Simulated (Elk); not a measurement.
Planning a run of Elk 11.2.3 (patched build) on Li3OCl (Pm-3m). The input:

```
tasks
  320

xctype
  22

rgkmax
  8.5

gmaxvr
  18.0

lmaxapw
  10

lmaxo
  8

nxlo
  2

lorbcnd
  .true.

autolinengy
  .true.

tshift
  .false.

ngridk
  4 4 4

vkloff
  0.05 0.15 0.25

nempty
  10

swidth
  0.00551

scissor
  0.08992

gmaxrf
  1.5

wplot
  323 100 0
  0.0 0.5939

optcomp
  1 1
  2 2
  3 3

fxctype
  3

sppath
  './'

avec
  7.3856865327 0.0000000000 0.0000000000
  0.0000000000 7.3856865327 0.0000000000
  0.0000000000 0.0000000000 7.3856865327

atoms
  3
  'Li.in'
  3
  0.0000000000 0.5000000000 0.5000000000
  0.5000000000 0.0000000000 0.5000000000
  0.5000000000 0.5000000000 0.0000000000
  'Cl.in'
  1
  0.0000000000 0.0000000000 0.0000000000
  'O.in'
  1
  0.5000000000 0.5000000000 0.5000000000
```

```sh
OMP_NUM_THREADS=4 elk > log
```

Estimate wall time and host memory on 4 threads of Arm Neoverse V1, shared host.

It took 27 s; on shared hardware allow 13 s to 53 s. Peak host memory was 0.27 GiB.

[Paths, hosts, dates, memory and timing lines, banners, echoed tables and standing remarks are left out of the program output.]

[Logs are printed without paths, hosts, clocks, repeated set-up lines and the standing remarks that a program may print on its own settings, such as how far it seeks lower states.]

[Runs of the session that timed out or met a known fault of the program may be left out.]

[Hosts, paths, dates, database ids (printed as entryN), source tags and the programs' standing remarks are cut or masked in the printed files.]
